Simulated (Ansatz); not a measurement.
**Preparing Rb2BaBr4 (I-42d) as a host crystal**

Before any defect goes in: Rb2BaBr4 (I-42d) at rest, and how it screens a charge.

Method: plane-wave PAW DFT, PBEsol; relaxation of the host's cell and atoms, in the first sound run; inputs show where later runs differ, in Ansatz 0.2.0.

## (1) The structure

Symmetry: I-42d, No. 122, tetragonal system. Conventional cell: a = 10.027 Å, b = 10.027 Å, c = 10.167 Å, α = 90.00°, β = 90.00°, γ = 90.00°. Rb has 8 Br at 3.37 to 3.65 Å nearest. Nearest to Ba lie 8 Br at 3.31 to 3.55 Å. Nearest to Br lie 2 Ba at 3.31 to 3.55 Å and 4 Rb at 3.37 to 3.65 Å. Farther neighbours and most contacts between anions are not listed.

## (2) Host cell relaxation

Lattice and positions are set free, within the symmetry that the program keeps.

cell/input.yaml

```yaml
crystal:
  lattice:
    - [-5.0136324, 5.0136324, 5.0836023]
    - [5.0136324, -5.0136324, 5.0836023]
    - [5.0136324, 5.0136324, -5.0836023]
  atoms:
    - { symbol: Rb, position: [0.7584253, 0.625, 0.63342531] }
    - { symbol: Rb, position: [0.9915747, 0.125, 0.36657469] }
    - { symbol: Rb, position: [0.875, 0.24157469, 0.8665747] }
    - { symbol: Rb, position: [0.375, 0.00842531, 0.13342531] }
    - { symbol: Ba, position: [0.25, 0.75, 0.5] }
    - { symbol: Ba, position: [0.5, 0.5, 0.0] }
    - { symbol: Br, position: [0.77754556, 0.38838102, 0.25031412] }
    - { symbol: Br, position: [0.1380669, 0.52723144, 0.74968588] }
    - { symbol: Br, position: [0.97245444, 0.72276856, 0.11083546] }
    - { symbol: Br, position: [0.6119331, 0.86161898, 0.88916454] }
    - { symbol: Br, position: [0.13838102, 0.02754556, 0.75031412] }
    - { symbol: Br, position: [0.27723144, 0.3880669, 0.24968588] }
    - { symbol: Br, position: [0.47276856, 0.22245444, 0.61083546] }
    - { symbol: Br, position: [0.61161898, 0.8619331, 0.38916454] }
basis:
  ecutwfc: 420
  xc_grid: 2
hamiltonian:
  xc: pbesol
kpoints:
  mp_grid: { grid: [4, 4, 4] }
scf:
  occupations: { method: fixed }
  max_iter: 100
relax:
  f_tol: 0.005
  max_steps: 60
  cell: {}
output:
  forces: true
  stress: true
checkpoint:
  write: "../cell.run"
  compress: false
  write_wavefunctions: false
  write_every: 100000
```

On the command line:

```bash
> ansatz run input.yaml --threads 4 --pin off --max-ram 7536MiB --backend cpu --events-out ev --progress --plain --runs-dir out
```

Numbers of over 12 decimals in the logs are rounded to 6 here.

What it wrote:

```text
[... repeated set-up lines and file paths are left out, and long positions are rounded to six places ...]
Engine: ansatz 0.2.0, aarch64-unknown-linux-gnu
Pseudopotentials: kind: paw
Pseudopotential: Rb, paw, valence charge 9, recommended cutoff 420 eV (normal), Rb.paw.azcp
Pseudopotential: Ba, paw, valence charge 10, recommended cutoff 420 eV (normal), Ba.paw.azcp
Pseudopotential: Br, paw, valence charge 7, recommended cutoff 420 eV (normal), Br.paw.azcp
Functional definition: PBEsol
  exchange = pbesol_x
  correlation = pbesol_c
Crystal: 14 atoms, lattice volume = 511.136 Å³
Basis set: ecut = 420 eV, 10005 PW (Γ), exchange–correlation on 120×120×120 points (8 copies of the dense FFT grid, shifted against one another)
Bands: 70, of which v1, the nominal top of the filled ones, is band 56 counted from 1 (55 counted from 0)
Symmetry: 8 space group operations
Space group: I-42d (ITA 122), of the structure as read, at distance tolerance 8.0e-5 Å
k-points: 13 of 64 (time reversal used)
Non-local potential: Rb, projectors of the file, l = 0: 3, l = 1: 2, l = 2: 2
Non-local potential: Ba, projectors of the file, l = 0: 3, l = 1: 2, l = 2: 2, l = 3: 2
Non-local potential: Br, projectors of the file, l = 0: 2, l = 1: 2, l = 2: 2
PAW form: soft (Blöchl's): semilocal exchange-correlation on the pseudo side does not see the compensation charge
PAW frozen core: Rb, regenerated for the run's functional, and the local potential with it (the file was generated under x = pbe(κ = 0.804, μ = 0.219515), c = pbe(β = 0.066725))
PAW frozen core: Ba, regenerated for the run's functional, and the local potential with it (the file was generated under x = pbe(κ = 0.804, μ = 0.219515), c = pbe(β = 0.066725))
PAW frozen core: Br, regenerated for the run's functional, and the local potential with it (the file was generated under x = pbe(κ = 0.804, μ = 0.219515), c = pbe(β = 0.066725))
PAW one-centre angular grid: Rb, 110 points (default); XC on 64 Gauss nodes
PAW one-centre angular grid: Ba, 194 points (default); XC on 64 Gauss nodes
PAW one-centre angular grid: Br, 110 points (default); XC on 64 Gauss nodes
Initial density: superposition of atomic densities (neutral atoms: chi_scale 0, normalization atom), corrected by the library's trained network
Initial wavefunctions: pseudopotential atomic-orbital guess
Functional: x = pbesol(κ = 0.804, μ = 0.123457), c = pbesol(β = 0.046)
SCF iter   1: F=—  HF=-46512.258550 eV  |F-HF|=—  |Δ(HF+E_count)|=         —  Δρ=1.78e-3  dr2=2.59e-2  ethr=1.77e-3  ⟨swp⟩=8.3  Hψ=4032  notcnv=0  defer=141
preconditioner: auto → Resta (q_TF=auto, 2.118 Å⁻¹)  ε∞=2.9  [insulator: Δε(μ)=4.101 eV  Ē_g=11.893 eV  n_scr=78 (ndim 8)  ℏωp=16.4 eV  f_vac=0.022  ε∞_Penn≈2.9]
SCF iter   2: F=—  HF=-46512.255623 eV  |F-HF|=—  |Δ(HF+E_count)|=   2.93e-3  Δρ=8.95e-4  dr2=5.30e-3  ethr=2.32e-5  ⟨swp⟩=4.5  Hψ=1639  notcnv=0  defer=157
SCF iter   3: F=—  HF=-46512.256568 eV  |F-HF|=—  |Δ(HF+E_count)|=   9.45e-4  Δρ=2.08e-4  dr2=2.13e-4  ethr=4.73e-6  ⟨swp⟩=3.4  Hψ=1410  notcnv=0  defer=117
automatic band count: iteration 3 solves 67 bands in place of 70: the levels show a gap, and the empty bands left out lie too high to hold charge; the band table lists the bands solved (type scf.n_extra_bands for more)
SCF iter   4: F=—  HF=-46512.256816 eV  |F-HF|=—  |Δ(HF+E_count)|=   2.48e-4  Δρ=2.70e-5  dr2=4.86e-6  ethr=1.90e-7  ⟨swp⟩=2.4  Hψ=1383  notcnv=0  defer=117
SCF iter   5: F=—  HF=-46512.257236 eV  |F-HF|=—  |Δ(HF+E_count)|=   4.21e-4  Δρ=7.07e-6  dr2=3.85e-7  ethr=4.34e-9  ⟨swp⟩=2.0  Hψ=1509  notcnv=0  defer=114
SCF iter   6: F=-46512.257237 eV  HF=-46512.257237 eV  |F-HF|=2.19e-8  |Δ(HF+E_count)|=   8.01e-7  Δρ=1.64e-6  dr2=3.08e-8  ethr=8.93e-11  ⟨swp⟩=5.0  Hψ=3551  notcnv=0
SCF 1 converged in 6 iterations: F = -46512.257237 eV  dr2 = 3.08e-8
  greatest PAW one-centre occupation: 0.973 electrons in one spin orbital (limit 2), on the Rb atom at site 3 (counted from 0), in its partial waves of l = 0
relax step   1: F+E_penalty+E_count = -46512.25723730 eV  Δ(F+E_penalty+E_count) = +0.000e0 eV  max|allowed force component| = 6.848e-2 eV/Å  Δτ_max = 0.0000 Å  P = -1.015 GPa  Ω = 511.136 Å³  (6 SCF iters, dr2 threshold 1.00e-7 eV, accepted)
[... the SCF cycles and remarks between the steps are left out from here to the last step ...]
relax step   2: F+E_penalty+E_count = -46512.33617208 eV  Δ(F+E_penalty+E_count) = -7.893e-2 eV  max|allowed force component| = 3.828e-2 eV/Å  Δτ_max = 0.0276 Å  P = -0.249 GPa  Ω = 493.814 Å³  energy of the carried Pulay correction = +9.527e-4 eV  (6 SCF iters, dr2 threshold 1.40e-6 eV, accepted)
relax step   3: F+E_penalty+E_count = -46512.34662921 eV  Δ(F+E_penalty+E_count) = -1.046e-2 eV  max|allowed force component| = 1.916e-2 eV/Å  Δτ_max = 0.0168 Å  P = -0.009 GPa  Ω = 486.665 Å³  energy of the carried Pulay correction = +1.356e-3 eV  (5 SCF iters, dr2 threshold 1.83e-7 eV, accepted)
relax step   4: F+E_penalty+E_count = -46512.34828385 eV  Δ(F+E_penalty+E_count) = -1.655e-3 eV  max|allowed force component| = 6.263e-3 eV/Å  Δτ_max = 0.0141 Å  P = +0.014 GPa  Ω = 485.309 Å³  energy of the carried Pulay correction = +1.433e-3 eV  (5 SCF iters, dr2 threshold 2.29e-8 eV, accepted)
relax step   5: F+E_penalty+E_count = -46512.34820678 eV  Δ(F+E_penalty+E_count) = +7.707e-5 eV  max|allowed force component| = 8.751e-3 eV/Å  Δτ_max = 0.0090 Å  P = +0.006 GPa  Ω = 485.496 Å³  energy of the carried Pulay correction = +1.422e-3 eV  (6 SCF iters, dr2 threshold 2.45e-9 eV, rejected (line search))
relax step   6: F+E_penalty+E_count = -46512.34844320 eV  Δ(F+E_penalty+E_count) = -1.593e-4 eV  max|allowed force component| = 7.437e-4 eV/Å  Δτ_max = 0.0041 Å  P = -0.001 GPa  Ω = 485.527 Å³  energy of the carried Pulay correction = +1.420e-3 eV  (6 SCF iters, accepted)
Initial wavefunctions: pseudopotential atomic-orbital guess (no wavefunctions were taken with the density)
iter 1 solved again at ethr=3.58e-7 eV; its pass at ethr=3.10e-3 eV (dr2=4.01e-4 eV) is discarded
SCF iter   1: F=—  HF=-46512.346505 eV  |F-HF|=—  |Δ(HF+E_count)|=         —  Δρ=2.85e-5  dr2=5.49e-7  ethr=3.58e-7  ⟨swp⟩=5.5  Hψ=6423  notcnv=0  defer=156
SCF iter   2: F=—  HF=-46512.346883 eV  |F-HF|=—  |Δ(HF+E_count)|=   3.78e-4  Δρ=1.50e-5  dr2=1.49e-7  ethr=4.90e-10  ⟨swp⟩=2.8  Hψ=1767  notcnv=0  defer=155
SCF iter   3: F=—  HF=-46512.346884 eV  |F-HF|=—  |Δ(HF+E_count)|=   6.66e-7  Δρ=4.48e-7  dr2=9.04e-10  ethr=1.33e-10  ⟨swp⟩=2.0  Hψ=1461  notcnv=0  defer=155
SCF iter   4: F=-46512.346884 eV  HF=-46512.346884 eV  |F-HF|=0.00e0  |Δ(HF+E_count)|=  2.18e-11  Δρ=9.99e-8  dr2=2.52e-11  ethr=1.00e-12  ⟨swp⟩=5.5  Hψ=3790  notcnv=0
SCF 7 converged in 4 iterations: F = -46512.346884 eV  dr2 = 2.52e-11
relax step   7: F+E_penalty+E_count = -46512.34688389 eV  Δ(F+E_penalty+E_count) = +1.559e-3 eV  max|allowed force component| = 7.394e-4 eV/Å  Δτ_max = 0.0000 Å  P = +0.000 GPa  Ω = 485.527 Å³  stress off target by 1.29e-3 GPa  SCF on the basis re-selected at this cell (its energy is not comparable with the rows above)  (4 SCF iters)
basis re-selected at this cell: Δ(F+E_penalty+E_count) = +1.559e-3 eV, ΔP = +0.001 GPa vs the last step (what re-selecting the basis moved, of the pressure what is left beyond the Pulay correction that the steps carried, after the strain that the cell walked [...]
SCF converged after 4 iterations
Free energy (F): -46512.346884 eV
Harris-Foulkes:  -46512.346884 eV  (|F-HF|=0.00e0)
Internal energy: -46512.346884 eV  (E = F + TS)
E sigma→0 (E₀):  -46512.346884 eV
Fermi energy:    3.112620 eV
--- Per-component energies (eV) ---
  E_band       = -540.406719
  E_kinetic    = 2182.166885
  E_local      = -4331.842056  (includes V_loc(G=0)·N_el)
  E_nonlocal   = 1379.399801
  E_hartree    = 1102.681603
  E_xc         = -2950.283105
  E_vxc        = -1656.375255  (∫ρ·V_xc dr)
  E_paw        = -38180.087741  (= ΣΔE_a)
  E_vpaw       = -319.119233  (= ΣTr[D̂ρ^β])
  E_aug_tail   = -0.000009  (compensation charges beyond the density's cutoff)
  E_ewald      = -5715.917974
  E_core_change = 1.535712  (= ΣΔE_core)
  E_smearing   = -0.000000  (= −TS)
  E_closure    = 0.000000  (closes the sum)
  Σ components = -46512.346884   (vs F -46512.346884, Δ=0.00e0)
--- Forces (eV/Å), atoms counted from 1 ---
  atom   1  Rb     0.00000000    -0.00073938    -0.00000000
  atom   2  Rb     0.00000000     0.00073938    -0.00000000
  atom   3  Rb     0.00073938    -0.00000000    -0.00000000
  atom   4  Rb    -0.00073938     0.00000000    -0.00000000
  atom   5  Ba    -0.00000000     0.00000000     0.00000000
  atom   6  Ba    -0.00000000     0.00000000     0.00000000
  atom   7  Br    -0.00004926    -0.00015767    -0.00014438
  atom   8  Br     0.00004926     0.00015767    -0.00014438
  atom   9  Br    -0.00004926     0.00015767     0.00014438
  atom  10  Br     0.00004926    -0.00015767     0.00014438
  atom  11  Br    -0.00015767    -0.00004926    -0.00014438
  atom  12  Br     0.00015767     0.00004926    -0.00014438
  atom  13  Br     0.00015767    -0.00004926     0.00014438
  atom  14  Br    -0.00015767     0.00004926     0.00014438
  max |Σ_I F_I| component: 1.16e-17 eV/Å
--- Stress (GPa, compression-positive) ---
        0.001125       0.000000       0.000000
       -0.000000       0.001125       0.000000
        0.000000       0.000000      -0.001289
  P = ⅓ Tr σ = 0.0003 GPa (0.003 kbar)
--- Relaxed structure (6 steps of the walk, 5 accepted, 1 SCFs on fresh bases) ---
  F+E_penalty+E_count = -46512.34688389 eV   max|allowed force component| = 7.394e-4 eV/Å   (the final SCF, on the basis selected at the relaxed cell)
  cell:  # Å, volume = 485.5272 Å³
    - [-4.925346, 4.925346, 5.003570]
    - [4.925346, -4.925346, 5.003570]
    - [4.925346, 4.925346, -5.003570]
  atoms:
    - { symbol: Rb, position: [0.760474, 0.625000, 0.635474] }
    - { symbol: Rb, position: [0.989526, 0.125000, 0.364526] }
    - { symbol: Rb, position: [0.875, 0.239526, 0.864526] }
    - { symbol: Rb, position: [0.375, 0.010474, 0.135474] }
    - { symbol: Ba, position: [0.250000, 0.750000, 0.500000] }
    - { symbol: Ba, position: [0.5, 0.5, -2.732940559517826e-17] }
    - { symbol: Br, position: [0.779766, 0.389491, 0.249841] }
    - { symbol: Br, position: [0.139650, 0.529925, 0.750159] }
    - { symbol: Br, position: [0.970234, 0.720075, 0.109725] }
    - { symbol: Br, position: [0.610350, 0.860509, 0.890275] }
    - { symbol: Br, position: [0.139491, 0.029766, 0.749841] }
    - { symbol: Br, position: [0.279925, 0.389650, 0.250159] }
    - { symbol: Br, position: [0.470075, 0.220234, 0.609725] }
    - { symbol: Br, position: [0.610509, 0.860350, 0.390275] }
```

It took 56 s on 4 threads of Arm Neoverse V1, shared host; peak memory 1.2 GiB; 3.6 min of CPU time.

Relaxation path:

```tsv
step	energy less that of the first step (eV)	largest force component (eV/Å)	pressure (GPa)	volume (Å³)
1	0.0000	0.0685	-1.02	511.14
2	-0.0789	0.0383	-0.25	493.81
3	-0.0894	0.0192	-0.01	486.66
4	-0.0910	0.0063	0.01	485.31
5	-0.0910	0.0088	0.01	485.50
6	-0.0912	0.0007	0.00	485.53
7*	-0.0896	0.0007	0.00	485.53
```

Relaxation steps marked * repeat the geometry before them on a plane-wave basis chosen anew for their cell, so energy and pressure can jump there. Relaxation step 5 was tried and not accepted.

The run keeps the 8 symmetry operations that it works with, so distortions that break them were not tested.

```tsv
conventional cell, symmetrised	before	after	change
a (Å)	10.027	9.851	-1.8 %
b (Å)	10.027	9.851	-1.8 %
c (Å)	10.167	10.007	-1.6 %
volume (Å³/atom)	36.51	34.68	-5.0 %
```

The atoms that moved most (Å, as changes of fractional coordinates times the final cell):

```tsv
atom	dx	dy	dz	length
Br9	-0.008	-0.003	-0.019	0.021
Br10	0.008	0.003	-0.019	0.021
Br11	0.003	-0.008	0.019	0.021
Br8	0.008	-0.003	0.019	0.021
Br7	-0.008	0.003	0.019	0.021
Br13	-0.003	-0.008	-0.019	0.021
Br14	0.003	0.008	-0.019	0.021
Br12	-0.003	0.008	0.019	0.021
```

Numbers from this step:

```
pressure : 3.20e-4 GPa
```

The relaxation ends with a largest force component of 7.4e-4 eV/Å and a pressure of 0.00 GPa.

## (3) Dielectric tensors of the host

The response to a uniform electric field gives the electronic dielectric tensor.

This step: plane-wave PAW DFPT, PBEsol; dielectric tensors, Born charges and zone-centre modes of the host (Ansatz 0.2.0).

eps/input.yaml

```yaml
crystal:
  lattice:
    - [-4.9253461652, 4.9253461652, 5.0035704785]
    - [4.9253461652, -4.9253461652, 5.0035704785]
    - [4.9253461652, 4.9253461652, -5.0035704785]
  atoms:
    - { symbol: Rb, position: [0.7604735793, 0.625, 0.6354735793] }
    - { symbol: Rb, position: [0.9895264207, 0.125, 0.3645264207] }
    - { symbol: Rb, position: [0.875, 0.2395264207, 0.8645264207] }
    - { symbol: Rb, position: [0.375, 0.0104735793, 0.1354735793] }
    - { symbol: Ba, position: [0.25, 0.75, 0.5] }
    - { symbol: Ba, position: [0.5, 0.5, 0.0] }
    - { symbol: Br, position: [0.7797661781, 0.3894911289, 0.2498411049] }
    - { symbol: Br, position: [0.139650024, 0.5299250732, 0.7501588951] }
    - { symbol: Br, position: [0.9702338219, 0.7200749268, 0.1097249508] }
    - { symbol: Br, position: [0.610349976, 0.8605088711, 0.8902750492] }
    - { symbol: Br, position: [0.1394911289, 0.0297661781, 0.7498411049] }
    - { symbol: Br, position: [0.2799250732, 0.389650024, 0.2501588951] }
    - { symbol: Br, position: [0.4700749268, 0.2202338219, 0.6097249508] }
    - { symbol: Br, position: [0.6105088711, 0.860349976, 0.3902750492] }
basis:
  ecutwfc: 420
hamiltonian:
  xc: pbesol
kpoints:
  mp_grid: { grid: [4, 4, 4] }
scf:
  occupations: { method: fixed }
  max_iter: 100
phonons:
  method: dfpt
  dielectric: true
  rigid_motions: translations
```

What it wrote:

```text
[...]
Crystal: 14 atoms, lattice volume = 485.527 Å³
Basis set: ecut = 420 eV, 9533 PW (Γ), exchange–correlation on 120×120×120 points (8 copies of the dense FFT grid, shifted against one another)
Bands: 70, of which v1, the nominal top of the filled ones, is band 56 counted from 1 (55 counted from 0)
Symmetry: 8 space group operations
k-points: 36 of 64 (irreducible under 1 space group operation, time reversal used)
[...]
SCF iter   1: F=—  HF=-46512.347986 eV  |F-HF|=—  |Δ(HF+E_count)|=         —  Δρ=1.89e-3  dr2=2.71e-2  ethr=1.77e-3  ⟨swp⟩=8.0  Hψ=11831  notcnv=0  defer=375
[...]
SCF iter   9: F=-46512.346884 eV  HF=-46512.346884 eV  |F-HF|=2.18e-11  |Δ(HF+E_count)|=  1.16e-10  Δρ=2.57e-8  dr2=5.18e-12  ethr=1.00e-12  ⟨swp⟩=22.9  Hψ=22393  notcnv=0
SCF 1 converged in 9 iterations: F = -46512.346884 eV  dr2 = 5.18e-12
[...]
NSCF: frozen V_eff on 3 k-points
DFPT response loops at Γ: preconditioner auto → Resta (q_TF=auto, 2.137 Å⁻¹)  ε∞=3.8 (no band partly filled); β = 1.00, the filter's whole step (`scf.mixing.beta` (0.50) is not read by the response loops at its default; [...]
SCF converged after 9 iterations
Free energy (F): -46512.346884 eV
[...]
Internal energy: -46512.346884 eV  (E = F + TS)
E sigma→0 (E₀):  -46512.346884 eV
Fermi energy:    3.112621 eV
[...]
--- Band table (eV; the first three rows and the last of 36) ---
[...]
[... further k-points left out ...]
--- Phonons (Γ-DFPT): 8 representative perturbations + reference, on 36 of 64 k-points (Σ response iterations 24) ---
  k mesh reduced under 1 symmetry operation, with k and −k counted as one. Each operation leaves every solved perturbation unchanged. A smaller set is not considered because the run solves the response to a homogeneous field
  ASR residual: 6.484e-5 → 0.000e0 eV/Å²; symmetrization residual: 1.564e-5 eV/Å²
  ASR residual per site (eV/Å²): 4.29e-5 4.29e-5 4.29e-5 4.29e-5 5.44e-5 5.44e-5 6.48e-5 6.48e-5 6.48e-5 6.48e-5 6.48e-5 6.48e-5 6.48e-5 6.48e-5
  Γ frequencies (cm⁻¹): 0.00 0.00 0.00 45.54 46.21 46.21 47.67 47.67 49.11 49.43 56.68 58.59 62.51 62.51 63.31 66.44 66.44 66.76 74.00 74.47 77.50 77.50 79.35 79.96 79.96 83.74 87.02 87.02 88.77 93.40 94.86 98.35 98.35 101.16 104.03 106.86 106.86 108.10 [...]
  ε∞ (high-frequency dielectric tensor):
        3.234727     0.000000     0.000000
       -0.000000     3.234727    -0.000000
       -0.000000     0.000000     3.197046
  ε⁰ (static dielectric tensor: ions relaxed, cell fixed):
        7.705180    -0.000000     0.000000
       -0.000000     7.705180     0.000000
        0.000000     0.000000     9.343895
  ε⁰ − ε∞ (ionic part):
        4.470453    -0.000000     0.000000
       -0.000000     4.470453     0.000000
        0.000000     0.000000     6.146849
  softest optical mode at Γ: 45.54 cm⁻¹; the repairs (sum rule, projections) moved no ω² at Γ by more than (1.59 cm⁻¹)²
  Born effective charges Z* (e; rows j = field, columns β = displacement):
    site 0:
         1.16208    0.00000   -0.06758
         0.00000    1.28669    0.00000
        -0.09233    0.00000    1.22234
    site 1:
         1.16208    0.00000    0.06758
         0.00000    1.28669    0.00000
         0.09233    0.00000    1.22234
    site 2:
         1.28669    0.00000    0.00000
         0.00000    1.16208    0.06758
        -0.00000    0.09233    1.22234
    site 3:
         1.28669    0.00000    0.00000
         0.00000    1.16208   -0.06758
        -0.00000   -0.09233    1.22234
    site 4:
         2.67875   -0.06545    0.00000
         0.06545    2.67875    0.00000
        -0.00000    0.00000    2.44323
    site 5:
         2.67875    0.06545   -0.00000
        -0.06545    2.67875    0.00000
        -0.00000    0.00000    2.44323
    site 6:
        -1.04247    0.09215   -0.01482
         0.07165   -1.52129   -0.14239
        -0.01620   -0.14374   -1.22198
    site 7:
        -1.04247    0.09215    0.01482
         0.07165   -1.52129    0.14239
         0.01620    0.14374   -1.22198
    site 8:
        -1.04247   -0.09215    0.01482
        -0.07165   -1.52129   -0.14239
         0.01620   -0.14374   -1.22198
    site 9:
        -1.04247   -0.09215   -0.01482
        -0.07165   -1.52129    0.14239
        -0.01620    0.14374   -1.22198
    site 10:
        -1.52129    0.07165   -0.14239
[...]
site 11:
[...]
site 12:
[...]
site 13:
[...]
Z* charge neutrality: 9.258e-5 e pre-enforcement
  k-mesh period / interband length: 34.3 Å / 1.53 Å = 22.46 at k = (0.0000, 0.0000, 0.0000), direct gap 4.288 eV — 14 or more, which is no proof of convergence
  optical modes at Γ without the LO–TO term, one row a degenerate level:
      ω (cm⁻¹)  modes    IR ((D/Å)²/amu)
[...]
optical modes at Γ + LO–TO along q̂ = [1.0000, 0.0000, 0.0000]:
      ω (cm⁻¹)  modes    IR ((D/Å)²/amu)
[...]
optical modes at Γ + LO–TO along q̂ = [0.0000, 1.0000, 0.0000]:
      ω (cm⁻¹)  modes    IR ((D/Å)²/amu)
[...]
optical modes at Γ + LO–TO along q̂ = [0.0000, 0.0000, 1.0000]:
      ω (cm⁻¹)  modes    IR ((D/Å)²/amu)
[...]
88.77      1             0.0000
         93.40      1             0.0000
         93.72      1             0.1021
         98.35      2             9.5925
        101.16      1             0.0000
        101.66      1             0.2849
        106.86      2             1.7704
        108.10      2             0.5155
        110.17      1             0.0000
        110.91      1             0.0000
        116.28      1             0.0000
        125.38      1             6.6990
```

Elapsed: 10 min, on 4 threads; peak memory 5.4 GiB.

In the SCF lines HF is the Harris–Foulkes energy and dr2 the Hartree energy of the density residual, in eV; the loop may stop once dr2 is under the threshold and the program's other checks hold. Hψ counts applications of the Hamiltonian.

Electronic dielectric tensor:

```
3.23 0.00 0.00
0.00 3.23 0.00
0.00 0.00 3.20
```

Static dielectric tensor:

```
7.71 0.00 0.00
0.00 7.71 0.00
0.00 0.00 9.34
```

The principal values of the electronic dielectric tensor are 3.20, 3.23 and 3.23. The principal values of the static dielectric tensor are 7.71, 7.71 and 9.34.

[end of part 1 of 3]

[Logs are printed without paths, hosts, clocks, repeated set-up lines and the standing remarks that a program may print on its own settings, such as how far it seeks lower states.]

[Hosts, paths, dates, database ids (printed as entryN), source tags and the programs' standing remarks are cut or masked in the printed files.]

[Runs of the host that timed out are not shown.]

[For some hosts the program warned that the k-mesh of the response run may be too coarse for force constants and the static dielectric constant; such warnings are not always shown.]
